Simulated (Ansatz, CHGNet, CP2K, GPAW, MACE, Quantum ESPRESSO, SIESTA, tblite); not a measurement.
# The unslipped end of a generalised stacking fault on (111) of Pb (72 atoms) in SIESTA

Aim: run the unslipped end of a generalised stacking fault on (111) of Pb (72 atoms) in SIESTA and see how near its forces come to a plane-wave reference, and at what cost.

Main program and level: SIESTA 5.4.2; the method is named at each step.

## Step 1: Set-up

The cell holds 72 atoms: 72 Pb. Cell: a = 10.501 Å, b = 12.125 Å, c = 17.247 Å, α = 90.0°, β = 90.0°, γ = 90.0°. It derives from Pb (fcc). Fcc Pb (a = 4.95 Å), cell with z along [111], 3 x 2 x 2 periods; the third cell vector is tilted by 0.000 of 1/2[1-10] and lengthened by 0.1 Å, so the stacking has no slip; displaced by a Gaussian of 0.01 Å. Then every atom was moved at random, 0.05 Å r.m.s. a Cartesian component. The structure's axis is c.

The yardstick, on the same geometry:

```
method                 : Kohn-Sham DFT, PBE, SSSP efficiency 1.3.0 pseudopotentials, plane waves (Quantum ESPRESSO 7.5); sssp-pbe-1.3.0-efficiency, cutoffs 45/360 Ry, Γ point
r.m.s. force component : 0.1571 eV/Å
longest force          : 0.4796 eV/Å
pressure               : 2.741 GPa
time                   : 23 min on 4 MPI ranks of Arm Neoverse V2, shared host
CPU time               : 1.6 h
```

## Step 2: PBE, DZP, shift 0.01 Ry, mesh 300 Ry

Method: Kohn-Sham DFT, PBE, PseudoDojo 0.4.1 norm-conserving pseudopotentials (converted to PSML), numerical atomic orbitals (DZP), diagonalisation.

The .psml files are PseudoDojo norm-conserving potentials that we converted to this format, checked against plane waves on the same files for H, C, O, Si, Ge and Ca alone.

The input, input.fdf:

```
SystemLabel cell
NumberOfAtoms 72
NumberOfSpecies 1
%block ChemicalSpeciesLabel
  1 82 Pb
%endblock ChemicalSpeciesLabel
LatticeConstant 1.0 Ang
%block LatticeVectors
  10.50054 0.00000 0.00000
  0.00000 12.12497 0.00000
  0.00000 0.00000 17.24730
%endblock LatticeVectors
PAO.BasisSize DZP
PAO.EnergyShift 0.01 Ry
XC.Functional GGA
XC.Authors PBE
MeshCutoff 300 Ry
%block kgrid_Monkhorst_Pack
  1 0 0 0.0
  0 1 0 0.0
  0 0 1 0.0
%endblock kgrid_Monkhorst_Pack
SolutionMethod diagon
OccupationFunction FD
ElectronicTemperature 580 K
SCF.Mixer.Method Pulay
SCF.Mixer.Weight 0.05
SCF.Mixer.History 8
SCF.Mix Hamiltonian
MaxSCFIterations 300
SCF.DM.Tolerance 1e-04
SCF.H.Tolerance 1.0e-3 eV
WriteForces T
Write.HirshfeldPop T
Write.VoronoiPop T
Write.DM F
Write.H F
XML.Write F
AtomicCoordinatesFormat Fractional
%block AtomicCoordinatesAndAtomicSpecies
  0.83512 0.74612 0.99329 1
  0.83154 0.91141 0.16960 1
  0.49588 0.75123 0.99319 1
  0.50063 0.91837 0.16375 1
  0.66527 0.50183 0.99923 1
  0.67494 0.66764 0.17119 1
  0.66706 0.83938 0.32995 1
  0.82929 0.25290 0.99472 1
  0.83724 0.41846 0.16756 1
  0.83265 0.58094 0.33924 1
  0.83094 0.75091 0.50271 1
  0.83503 0.91450 0.66343 1
  0.16130 0.74419 0.98787 1
  0.17452 0.91017 0.16938 1
  0.33792 0.49921 0.99268 1
  0.32976 0.66847 0.16605 1
  0.33865 0.83256 0.32644 1
  0.49964 0.24978 0.99086 1
  0.49456 0.42152 0.16356 1
  0.50327 0.58158 0.32777 1
  0.49457 0.74590 0.49711 1
  0.49609 0.91717 0.66199 1
  0.66895 0.99733 0.99688 1
  0.65469 0.16549 0.16722 1
  0.66006 0.33516 0.32800 1
  0.66562 0.49620 0.50277 1
  0.66957 0.66091 0.65982 1
  0.66950 0.83078 0.82653 1
  0.83967 0.09077 0.32812 1
  0.82955 0.24402 0.49536 1
  0.83249 0.41037 0.66232 1
  0.83267 0.58406 0.82878 1
  0.00072 0.50420 0.99451 1
  0.00911 0.66179 0.16520 1
  0.00658 0.83121 0.33622 1
  0.16778 0.25748 0.99370 1
  0.17455 0.42440 0.17055 1
  0.16713 0.58512 0.33197 1
  0.16238 0.75044 0.49078 1
  0.17217 0.91824 0.66129 1
  0.33322 0.00833 0.99785 1
  0.33077 0.16091 0.16721 1
  0.33657 0.33931 0.32859 1
  0.33523 0.50886 0.49714 1
  0.33023 0.66942 0.66162 1
  0.34062 0.83281 0.82218 1
  0.49881 0.09104 0.32821 1
  0.50417 0.24849 0.50089 1
  0.49729 0.41647 0.65799 1
  0.49423 0.57728 0.82444 1
  0.66166 0.99647 0.49742 1
  0.65950 0.16918 0.66324 1
  0.66256 0.32858 0.82972 1
  0.83177 0.08445 0.82571 1
  0.00119 0.99788 0.99051 1
  0.99883 0.16468 0.16593 1
[... 12 atom lines left out ...]
  0.99689 0.99589 0.49602 1
  0.99062 0.16395 0.66120 1
  0.00333 0.32959 0.83098 1
  0.15310 0.09185 0.82843 1
%endblock AtomicCoordinatesAndAtomicSpecies
```

Started as:

```console
$ OMP_NUM_THREADS=1 mpirun -np 2 siesta < input.fdf > output.txt
```

Output:

```text
Version         : 5.4.2
reinit: System Name:
reinit: System Label: cell
initatom: Reading input for the pseudopotentials and atomic orbitals ----------
Species number:   1 Atomic number:   82 Label: Pb
Ground state valence configuration (from tables):   6s02  6p02  6d00  5f00
---- Processing specs for species: Pb
GGA--PBE XC_GGA_X_PBE--XC_GGA_C_PBE pb
Semicore shell(s) with 10 electrons included in the valence for Pb
Semicore shell(s): 5d
Fallback to non-perturbative polarization scheme for Pb
Please see the manual if this is not desired in principle
Pb pseudopotential only contains V_ls up to l=2 -- lmxkb reset.
Using PAO.SplitTailNorm
%block ChemicalSpeciesLabel
    1   82 Pb                      # Species index, atomic number, species label
%endblock ChemicalSpeciesLabel
%block PAO.Basis                 # Define Basis set
Pb                    4                    # Species label, number of l-shells
 n=6   0   2                         # n, l, Nzeta
   5.458      3.944
   1.000      1.000
 n=6   1   2                         # n, l, Nzeta
   7.641      5.652
   1.000      1.000
 n=5   2   1                         # n, l, Nzeta
   3.677
   1.000
 n=6   2   1                         # n, l, Nzeta
   7.641
   1.000
%endblock PAO.Basis
coor:   Atomic-coordinates input format  =     Fractional
siesta: System type = bulk
initatomlists: Number of atoms, orbitals, and projectors:     72  1296  1296
siesta: ******************** Simulation parameters ****************************
Total number of electrons:  1008.000000
Total ionic charge:  1008.000000
 Kpoints in:            1 . Kpoints trimmed:            1
siesta: k-grid: Number of k-points = 1
siesta: k-points from Monkhorst-Pack grid
siesta: k-cutoff (effective) =     5.250 Ang
siesta: k-point supercell and displacements
siesta: k-grid:     1     0     0      0.000
siesta: k-grid:     0     1     0      0.000
siesta: k-grid:     0     0     1      0.000
                     ====================================
                        Single-point calculation
                     ====================================
outcell: Unit cell vectors (Ang):
       10.500540    0.000000    0.000000
        0.000000   12.124970    0.000000
        0.000000    0.000000   17.247300
outcell: Cell vector modules (Ang)   :   10.500540   12.124970   17.247300
outcell: Cell angles (23,13,12) (deg):     90.0000     90.0000     90.0000
outcell: Cell volume (Ang**3)        :   2195.9044
Gamma-point calculation with multiply-connected orbital pairs
Gamma-point calculation with multiply-connected orbital pairs
Folding of H and S implicitly performed
Folding of H and S implicitly performed
new_DM -- step:     1
Initializing Density Matrix...
Attempting to read DM from file... Failed...
DM filled with atomic data:
InitMesh: MESH = 120 x 128 x 180 = 2764800
InitMesh: Mesh cutoff (required, used) =   300.000   301.027 Ry
stepf: Fermi-Dirac step function
        iscf     Eharris(eV)        E_KS(eV)     FreeEng(eV)     dDmax    Ef(eV) dHmax(eV)
   scf:    1  -137863.422409  -137822.993606  -137823.559004  0.570328 -2.941829  3.263968
   scf:    2  -137826.232764  -137824.659879  -137825.227839  0.017822 -2.959134  2.677624
   scf:    3  -137828.934609  -137826.820588  -137827.391411  0.022983 -2.985211  2.311120
   scf:    4  -137839.194707  -137833.866340  -137834.456122  0.126899 -3.155154  0.623220
   scf:    5  -137834.169604  -137834.047688  -137834.637182  0.017576 -3.179984  0.222701
   scf:    6  -137834.085258  -137834.071435  -137834.659242  0.003916 -3.177677  0.115538
   scf:    7  -137834.082017  -137834.077557  -137834.665516  0.003035 -3.182830  0.052382
   scf:    8  -137834.084236  -137834.081708  -137834.669558  0.001603 -3.184589  0.037684
   scf:    9  -137834.082902  -137834.082898  -137834.670489  0.002724 -3.181110  0.048952
   scf:   10  -137834.083862  -137834.083552  -137834.671484  0.001502 -3.184051  0.010273
   scf:   11  -137834.083514  -137834.083536  -137834.671539  0.000147 -3.184315  0.006502
   scf:   12  -137834.083375  -137834.083464  -137834.671595  0.000199 -3.184796  0.003279
   scf:   13  -137834.083380  -137834.083423  -137834.671619  0.000129 -3.185128  0.002388
   scf:   14  -137834.083348  -137834.083387  -137834.671626  0.000068 -3.185539  0.001732
   scf:   15  -137834.083402  -137834.083395  -137834.671631  0.000072 -3.185834  0.001296
   scf:   16  -137834.083445  -137834.083420  -137834.671634  0.000056 -3.186036  0.000799
SCF Convergence by DM+H criterion
max |DM_out - DM_in|         :     0.0000562702
max |H_out - H_in|      (eV) :     0.0007985191
SCF cycle converged after 16 iterations
Using DM_out to compute the final energy and forces
siesta: E_KS(eV) =          -137834.0834
siesta: E_KS - E_eggbox =   -137834.0834
siesta: Atomic forces (eV/Ang):
     1   -0.096582    0.033716    0.247956
     2    0.337628    0.123127   -0.326138
     3    0.071107    0.129090    0.120768
     4    0.027790   -0.018313   -0.151238
     5   -0.011910   -0.021662    0.026266
     6   -0.183611   -0.156096   -0.359128
     7    0.127386   -0.011931    0.153813
     8    0.140345   -0.160564    0.191860
     9    0.050173   -0.171670   -0.166325
    10   -0.079918    0.160808   -0.290829
    11   -0.039291   -0.100598   -0.300136
    12   -0.020033   -0.018310    0.023444
[...]
68   -0.272213    0.117951    0.147471
    69    0.125378    0.278485    0.040646
    70    0.300737    0.082020    0.027225
    71   -0.196709    0.203933   -0.194302
    72    0.444613   -0.223011   -0.065268
----------------------------------------
   Tot    0.004880   -0.005138    0.004816
----------------------------------------
   Max    0.480505
   Res    0.182336    sqrt( Sum f_i^2 / 3N )
----------------------------------------
   Max    0.480505    constrained
Stress tensor Voigt[x,y,z,yz,xz,xy] (kbar):      -85.10       26.30      -54.39       -7.30        0.01       -0.38
(Free)E + p*V (eV/cell)  -137782.9580
Target enthalpy (eV/cell)  -137834.6716
siesta: Program's energy decomposition (eV):
siesta: Ebs     =    -17065.812736
siesta: Eions   =    145416.214785
siesta: Ena     =      6631.282679
siesta: Ekin    =     67231.749979
siesta: Enl     =    -27911.111238
siesta: DEna    =       729.978608
siesta: DUscf   =        22.091032
siesta: Ex      =    -36614.585818
siesta: Ec      =     -2507.273877
siesta: Exc     =    -39121.859694
siesta: Eharris =   -137834.083445
siesta: Etot    =   -137834.083420
siesta: FreeEng =   -137834.671634
siesta: Final energy (eV):
siesta:  Band Struct. =  -17065.812736
siesta:       Kinetic =   67231.749979
siesta:       Hartree =   24800.376148
siesta:         Exch. =  -36614.585818
siesta:         Corr. =   -2507.273877
siesta:   Exch.-corr. =  -39121.859694
siesta:  Ion-electron = -111677.906606
siesta:       Ion-ion =  -79066.443247
siesta:         Total = -137834.083420
siesta:         Fermi =      -3.186036
siesta: Stress tensor (static) (eV/Ang**3):
siesta:    -0.053117   -0.000240    0.000009
siesta:    -0.000240    0.016417   -0.004559
siesta:     0.000009   -0.004559   -0.033951
siesta: Cell volume =       2195.904375 Ang**3
siesta: Pressure (static):
siesta:                Solid            Molecule  Units
siesta:           0.00025649          0.00015676  Ry/Bohr**3
siesta:           0.02355006          0.01439325  eV/Ang**3
siesta:          37.73135122         23.06052279  kBar
    Orbital volume contribution        =          75.115738 eV
    (Free)E + p_basis*V_orbitals       =     -137759.555896 eV
    (Free)Eharris+ p_basis*V_orbitals  =     -137759.555921 eV
Hirshfeld Atomic Populations:
Atom #   charge [q] valence [e]  Species
     1    -0.001282   14.001282  Pb
     2     0.010250   13.989750  Pb
     3     0.010695   13.989305  Pb
     4    -0.014824   14.014824  Pb
     5     0.000655   13.999345  Pb
     6     0.004911   13.995089  Pb
     7     0.004217   13.995783  Pb
     8     0.004031   13.995969  Pb
     9     0.004536   13.995464  Pb
    10     0.004865   13.995135  Pb
    11    -0.000234   14.000234  Pb
    12     0.008060   13.991940  Pb
[...]
--------------------
 Total    -0.000077
Voronoi Atomic Populations:
Atom #   charge [q] valence [e]  Species
[...]
68     0.006715   13.993285  Pb
    69     0.004671   13.995329  Pb
    70     0.005354   13.994646  Pb
    71    -0.006317   14.006317  Pb
    72     0.000541   13.999459  Pb
--------------------
 Total    -0.000077
```

It took 3.6 min on 2 MPI ranks of Arm Neoverse V2, shared host; peak memory 2.1 GiB.

Banners, paths, timers and routine set-up lines are dropped from the logs unmarked, and long logs keep their key lines alone; longer cuts are marked.

Against the reference:

| Item | Value |
| --- | --- |
| r.m.s. force component | 0.1823 eV/Å |
| r.m.s. difference of force components | 28.19 meV/Å |
| longest difference of force vectors | 96.53 meV/Å |
| force difference over r.m.s. force | 17.94 % |
| slope of forces against the reference's | 1.157 |
| correlation of force components | 0.9972 |
| pressure | 3.773 GPa |
| pressure difference | 1.032 GPa |

A closer look about Pb44, picked at random: 13 atoms, nearest first, numbered in the order of the input, with positions taken from that point.

| atom | x | y | z | distance (Å) | bonds | Hirshfeld charge (e) | Fx | Fy | Fz (eV/Å) |
| --- | --- | --- | --- | --- | --- | --- | --- | --- | --- |
| Pb44 | 0.00 | 0.00 | 0.00 | 0.00 | 12 | 0.00 | -0.068 | -0.281 | -0.121 |
| Pb21 | 1.67 | 2.87 | 0.00 | 3.33 | 12 | 0.00 | 0.233 | 0.192 | -0.106 |
| Pb45 | -0.05 | 1.95 | 2.84 | 3.44 | 12 | 0.00 | -0.141 | -0.104 | 0.075 |
| Pb49 | 1.70 | -1.12 | 2.77 | 3.44 | 12 | -0.01 | 0.017 | 0.057 | 0.409 |
| Pb39 | -1.82 | 2.93 | -0.11 | 3.45 | 12 | 0.00 | 0.059 | -0.046 | 0.377 |
| Pb26 | 3.47 | -0.15 | 0.10 | 3.47 | 12 | 0.00 | -0.029 | -0.043 | -0.438 |
| Pb38 | -1.77 | 0.92 | -2.85 | 3.48 | 12 | -0.01 | 0.127 | -0.016 | -0.032 |
| Pb58 | -3.51 | -0.12 | -0.05 | 3.52 | 12 | 0.00 | 0.051 | 0.046 | 0.256 |
| Pb20 | 1.76 | 0.88 | -2.92 | 3.52 | 12 | 0.00 | -0.111 | 0.110 | 0.142 |
| Pb62 | -1.75 | -3.08 | -0.04 | 3.54 | 12 | 0.01 | -0.058 | -0.096 | 0.060 |
| Pb43 | 0.01 | -2.06 | -2.91 | 3.56 | 12 | -0.01 | 0.028 | 0.025 | 0.306 |
| Pb63 | -1.79 | -1.10 | 2.89 | 3.57 | 12 | 0.01 | 0.035 | 0.013 | -0.061 |
| Pb48 | 1.77 | -3.16 | 0.06 | 3.62 | 12 | 0.00 | -0.205 | 0.105 | -0.430 |

Forces lie 18 % from the reference's, at 0.076 times its CPU time (on 2 against 4 cores).

## Step 3: PBE, SZP, shift 0.01 Ry, mesh 300 Ry

Method: Kohn-Sham DFT, PBE, PseudoDojo 0.4.1 norm-conserving pseudopotentials (converted to PSML), numerical atomic orbitals (SZP), diagonalisation.

input.fdf, as its differences from that of step 2:

```diff
@@ -12,3 +12,3 @@
 %endblock LatticeVectors
-PAO.BasisSize DZP
+PAO.BasisSize SZP
 PAO.EnergyShift 0.01 Ry
```

Output:

```text
Version         : 5.4.2
reinit: System Name:
reinit: System Label: cell
initatom: Reading input for the pseudopotentials and atomic orbitals ----------
Species number:   1 Atomic number:   82 Label: Pb
Ground state valence configuration (from tables):   6s02  6p02  6d00  5f00
---- Processing specs for species: Pb
GGA--PBE XC_GGA_X_PBE--XC_GGA_C_PBE pb
Semicore shell(s) with 10 electrons included in the valence for Pb
Semicore shell(s): 5d
Fallback to non-perturbative polarization scheme for Pb
Please see the manual if this is not desired in principle
[... lines left out ...]
stepf: Fermi-Dirac step function
        iscf     Eharris(eV)        E_KS(eV)     FreeEng(eV)     dDmax    Ef(eV) dHmax(eV)
[... lines left out ...]
SCF Convergence by DM+H criterion
[... lines left out ...]
SCF cycle converged after 16 iterations
[... lines left out ...]
   Max    0.585227
[... lines left out ...]
   Max    0.585227    constrained
Stress tensor Voigt[x,y,z,yz,xz,xy] (kbar):      -91.25       21.36      -59.52       -7.82        0.02       -0.40
[... lines left out ...]
siesta: FreeEng =   -137828.216402
[... lines left out ...]
siesta:       Kinetic =   67291.695712
siesta:       Hartree =   24824.353403
siesta:         Exch. =  -36625.739434
siesta:         Corr. =   -2508.516261
siesta:   Exch.-corr. =  -39134.255695
siesta:  Ion-electron = -111742.977541
siesta:       Ion-ion =  -79066.443247
siesta:         Total = -137827.627367
siesta:         Fermi =      -3.183676
siesta: Stress tensor (static) (eV/Ang**3):
siesta:    -0.056954   -0.000250    0.000012
siesta:    -0.000250    0.013331   -0.004883
siesta:     0.000012   -0.004883   -0.037149
siesta: Cell volume =       2195.904375 Ang**3
siesta: Pressure (static):
siesta:                Solid            Molecule  Units
siesta:           0.00029324          0.00017658  Ry/Bohr**3
siesta:           0.02692413          0.01621289  eV/Ang**3
siesta:          43.13721901         25.97591321  kBar
    Orbital volume contribution        =          61.617696 eV
    (Free)E + p_basis*V_orbitals       =     -137766.598706 eV
    (Free)Eharris+ p_basis*V_orbitals  =     -137766.598744 eV
Hirshfeld Atomic Populations:
Atom #   charge [q] valence [e]  Species
     1    -0.001213   14.001213  Pb
     2     0.009931   13.990069  Pb
     3     0.010308   13.989692  Pb
[...]
--------------------
 Total    -0.000070
Voronoi Atomic Populations:
Atom #   charge [q] valence [e]  Species
[...]
71    -0.006120   14.006120  Pb
    72     0.000369   13.999631  Pb
--------------------
 Total    -0.000070
```

It took 2.8 min on 2 MPI ranks; peak memory 1.9 GiB; 5.6 min of CPU time.

Numbers from this run, and their distance from the reference:

| Item | Value |
| --- | --- |
| r.m.s. force component | 0.2242 eV/Å |
| r.m.s. difference of force components | 71.79 meV/Å |
| longest difference of force vectors | 244.1 meV/Å |
| force difference over r.m.s. force | 45.69 % |
| slope of forces against the reference's | 1.414 |
| correlation of force components | 0.9907 |
| pressure | 4.314 GPa |
| pressure difference | 1.573 GPa |

This is a coarse setting, run to see what it loses.

Against the first run (18 %), the force difference from the reference is 46 %, at 0.79 times the CPU time, with 1008 basis functions against 1296: the smaller basis costs accuracy.

(Continued in part 2 of 2.)

[Also dropped from logs without a mark: logging warnings of Python, and SIESTA's first energy breakdown and zero terms.]

[Logs are printed without paths, hosts, clocks, repeated set-up lines and the standing remarks that a program may print on its own settings, such as how far it seeks lower states.]

[Hosts, paths, dates, database ids (printed as entryN), source tags and the programs' standing remarks are cut or masked in the printed files.]
